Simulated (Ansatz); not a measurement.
# H on Ni(100): change of the work function, part 4 of 4

Wanted: Δφ(θ) for H/Ni(100), starting from the hollow site.

Ansatz 0.2.0; plane-wave DFT, PBE, Ansatz PAW.

So far, work function, upper face (eV): step 2 (the clean slab) 4.88; step 3 (37 atoms, coverage 0.111 ML, cell 3x3) 4.90; step 4 (17 atoms, coverage 0.25 ML, cell 2x2) 4.93.

### Step 5. Adsorbate added, k-mesh 6×6×1, coverage 0.5 ML (continued)

Step by step:

```
step  energy less that of the first step (eV)  largest force component (eV/Å)
   1                                   0.0000                          0.3617
   2                                  -0.0210                          0.2444
   3                                  -0.0367                          0.0107
```

The run keeps the 16 symmetry operations that the program found, so distortions that break them were not tested.

The atoms that moved most (Å):

| atom | dx | dy | dz | length |
| --- | --- | --- | --- | --- |
| Ni4 | 0.000 | 0.000 | 0.038 | 0.038 |
| Ni8 | 0.000 | 0.000 | 0.038 | 0.038 |
| Ni16 | 0.000 | 0.000 | 0.038 | 0.038 |
| Ni12 | 0.000 | 0.000 | 0.038 | 0.038 |
| H18 | 0.000 | 0.000 | -0.023 | 0.023 |
| H17 | 0.000 | 0.000 | -0.023 | 0.023 |
| Ni7 | 0.000 | 0.000 | -0.017 | 0.017 |
| Ni11 | 0.000 | 0.000 | -0.017 | 0.017 |

The relaxed structure:

```xyz
18
Lattice="4.9780 0.0000 0.0000 0.0000 4.9780 0.0000 0.0000 0.0000 23.8356" Properties=species:S:1:pos:R:3
Ni    1.2445    1.2445    9.0000
Ni    0.0000    0.0000   10.7600
Ni    1.2445    1.2445   12.5312
Ni    0.0000    0.0000   14.2734
Ni    1.2445    3.7335    9.0000
Ni    0.0000    2.4890   10.7600
Ni    1.2445    3.7335   12.5251
Ni    0.0000    2.4890   14.2734
Ni    3.7335    1.2445    9.0000
Ni    2.4890    0.0000   10.7600
Ni    3.7335    1.2445   12.5251
Ni    2.4890    0.0000   14.2734
Ni    3.7335    3.7335    9.0000
Ni    2.4890    2.4890   10.7600
Ni    3.7335    3.7335   12.5312
Ni    2.4890    2.4890   14.2734
H     1.2445    1.2445   14.8123
H     3.7335    3.7335   14.8123
```

The relaxation took 3 steps and lowered the energy by 0.037 eV; the largest force on the free atoms ends at 0.011 eV/Å.

The covered face has 5.01 eV, +0.13 eV against the clean one; the bare back face has moved by +0.03 eV, a measure of how thin the slab is.

### Step 6. Adsorbate added, k-mesh 12×12×1, coverage 1 ML

System of this step: Ni4H (H/Ni(100)). The cell holds 5 atoms: 4 Ni and 1 H. Cell: a = 2.489 Å, b = 2.489 Å, c = 23.836 Å, α = 90.0°, β = 90.0°, γ = 90.0°. Vacuum lies along c.

Another coverage, to see how the dipoles act on each other as their distance changes.

File input.yaml:

```yaml
crystal:
  lattice:
    - [2.4890158698, 0.0, 0.0]
    - [0.0, 2.4890158698, 0.0]
    - [0.0, 0.0, 23.8356216066]
  atoms:
    - { symbol: Ni, position: [0.5, 0.5, 0.377586125], spin: 0.76 }
    - { symbol: Ni, position: [0.0, 0.0, 0.4514251895], spin: 0.69 }
    - { symbol: Ni, position: [0.5, 0.5, 0.526193492], spin: 0.7 }
    - { symbol: Ni, position: [0.0, 0.0, 0.5972414666], spin: 0.76 }
    - { symbol: H, position: [0.5, 0.5, 0.622413875] }
magnetization:
  spin_polarized: true
kpoints:
  mp_grid: { grid: [12, 12, 1] }
hamiltonian:
  xc: pbe
scf:
  occupations: { method: fermi_dirac, width: 0.1 }
  convergence: { dr2_threshold: 1.0e-08 }
efield:
  axis: 3
  dipole_correction: true
  ramp_position: 0.97
  ramp_width: 0.06
relax:
  f_tol: 0.02
  max_steps: 60
  constraints: [{ sites: [0, 1] }]
output:
  write_potential: true
  write_density: true
  volumetric_format: npy
```

Started as:

```sh
$ ansatz run input.yaml --threads 4 --pin off --max-ram 16384MiB --backend cpu --events-out ev --progress --plain --runs-dir out
```

Output:

```text
[...]
Crystal: 5 atoms, lattice volume = 147.666 Å³
Basis set: ecut = 420 eV, 2847 PW (Γ), exchange–correlation on 36×36×320 points (8 copies of the dense FFT grid, shifted against one another)
Bands: 46, of which v1, the nominal top of the filled ones, is band 37 counted from 1 (36 counted from 0)
[...]
F+E_penalty+E_count = -23373.66234790 eV   max|allowed force component| = 1.609e-3 eV/Å
  atoms:
    - { symbol: Ni, position: [0.5, 0.5, 0.377586] }
    - { symbol: Ni, position: [0.0, 0.0, 0.451425] }
    - { symbol: Ni, position: [0.5, 0.5, 0.525051] }
    - { symbol: Ni, position: [0, 0.0, 0.601212] }
    - { symbol: H, position: [0.5, 0.5, 0.620042] }
[key lines of the parts left out:]
SCF converged after 10 iterations
Magnetization: 2.2341 μB (37.6171 up, 35.3829 down)
Free energy (F): -23373.662348 eV
Fermi energy:    2.071244 eV
Dipole field:    D = -0.003246 V/Å  (p = -0.002649 e·Å, saw-weighted, corrected)
Work function:   Φ+ = 4.9848 eV   Φ− = 4.9074 eV
```

Elapsed: 64 s, on 4 threads of Arm Neoverse V1, shared host; peak memory 0.64 GiB.

Step by step:

```
step  energy less that of the first step (eV)  largest force component (eV/Å)
   1                                   0.0000                          0.8685
   2                                  -0.0339                          0.5200
   3                                  -0.0551                          0.0447
   4                                  -0.0553                          0.0016
```

The run keeps the 8 symmetry operations that the program found, so distortions that break them were not tested.

The atoms that moved most (Å):

| atom | dx | dy | dz | length |
| --- | --- | --- | --- | --- |
| Ni4 | 0.000 | 0.000 | 0.095 | 0.095 |
| H5 | 0.000 | 0.000 | -0.057 | 0.057 |
| Ni3 | 0.000 | 0.000 | -0.027 | 0.027 |

Final coordinates:

```
Ni H
1.0
     2.48902    0.00000    0.00000
     0.00000    2.48902    0.00000
     0.00000    0.00000   23.83562
Ni H
4 1
Cartesian
  1.2445 1.2445 9.0000
  0.0000 0.0000 10.7600
  1.2445 1.2445 12.5149
  0.0000 0.0000 14.3303
  1.2445 1.2445 14.7791
```

Running mean over 1.76 Å of the planar mean; the ramp of the sawtooth is left out. The electron's electrostatic potential energy less the Fermi level by z:

```csv
z (Å),electron's electrostatic potential energy less the Fermi level (eV)
3.0,4.91
3.5,4.91
4.0,4.91
4.5,4.91
5.0,4.90
5.5,4.90
6.0,4.87
6.5,4.77
7.0,4.41
7.5,2.94
8.0,-1.71
8.5,-7.40
9.0,-9.86
9.5,-10.2
10.0,-10.3
10.5,-10.3
11.0,-10.4
11.5,-10.4
12.0,-10.4
12.5,-10.3
13.0,-9.95
13.5,-9.96
14.0,-11.2
14.5,-11.2
15.0,-7.40
15.5,-0.966
16.0,3.51
16.5,4.63
17.0,4.90
17.5,4.96
18.0,4.98
18.5,4.98
19.0,4.98
19.5,4.98
20.0,4.98
20.5,4.98
```

The relaxation took 4 steps and lowered the energy by 0.055 eV; the largest force on the free atoms ends at 0.0016 eV/Å.

The covered face has 4.98 eV, +0.10 eV against the clean one; the bare back face has moved by +0.02 eV, a measure of how thin the slab is.

### Step 7. Work function against coverage

This step: plane-wave DFT, PBE, Ansatz PAW; work function against coverage (Ansatz 0.2.0).

The runs are now put side by side.

Numbers from this step:

- work function of the clean face: 4.883 eV
- largest change of the work function: 0.1255 eV

The work function of the covered face by coverage:

```csv
coverage (adsorbates/nm²),work function of the covered face (eV)
0.00,4.88
1.79,4.90
4.04,4.93
8.07,5.01
16.14,4.98
```

The dipole per adsorbate comes from the change of the cell's dipole. Coverage, by row:

| coverage (1/nm²) | coverage (ML) | work function (eV) | change (eV) | dipole per adsorbate, positive end outwards (debye) | mean height of the added atoms over the highest substrate atom (Å) |
| --- | --- | --- | --- | --- | --- |
| 1.793 | 0.1111 | 4.904 | 0.02155 | -0.026 | 0.5799 |
| 4.035 | 0.25 | 4.931 | 0.04827 | -0.026 | 0.573 |
| 8.071 | 0.5 | 5.008 | 0.1255 | -0.032 | 0.5389 |
| 16.14 | 1 | 4.985 | 0.102 | -0.013 | 0.4488 |

### Step 8. What came out

```yaml
work_function_of_the_clean_face: 4.88 eV
work_function_at_0p11_ml: 4.90 eV
work_function_at_0p25_ml: 4.93 eV
work_function_at_0p5_ml: 5.01 eV
work_function_at_1_ml: 4.98 eV
dipole_per_adsorbate_at_0p11_ml_positive_end_outwards: -0.03 D
```

**Reading.** H changes the work function of Ni(100) by less than 0.15 eV at every coverage run, which is within the error of so thin a slab. The slab has 4 layers, at the tabulated experimental lattice constant, one starting site was run, and quantum-size effects of a slab this thin can reach one or two tenths of an eV. The magnetic order is the one reached from the typed start; other orders were not compared.

[Long decimals in the printed logs are rounded to 6 places.]

[Logs are printed without paths, hosts, clocks, repeated set-up lines and the standing remarks that a program may print on its own settings, such as how far it seeks lower states.]

[Hosts, paths, dates, database ids (printed as entryN), source tags and the programs' standing remarks are cut or masked in the printed files.]

[Maps of the electrostatic potential energy from Ansatz leave out the sawtooth potential of an applied field or a dipole correction, so their vacuum need not be flat; planar profiles and work functions include it.]
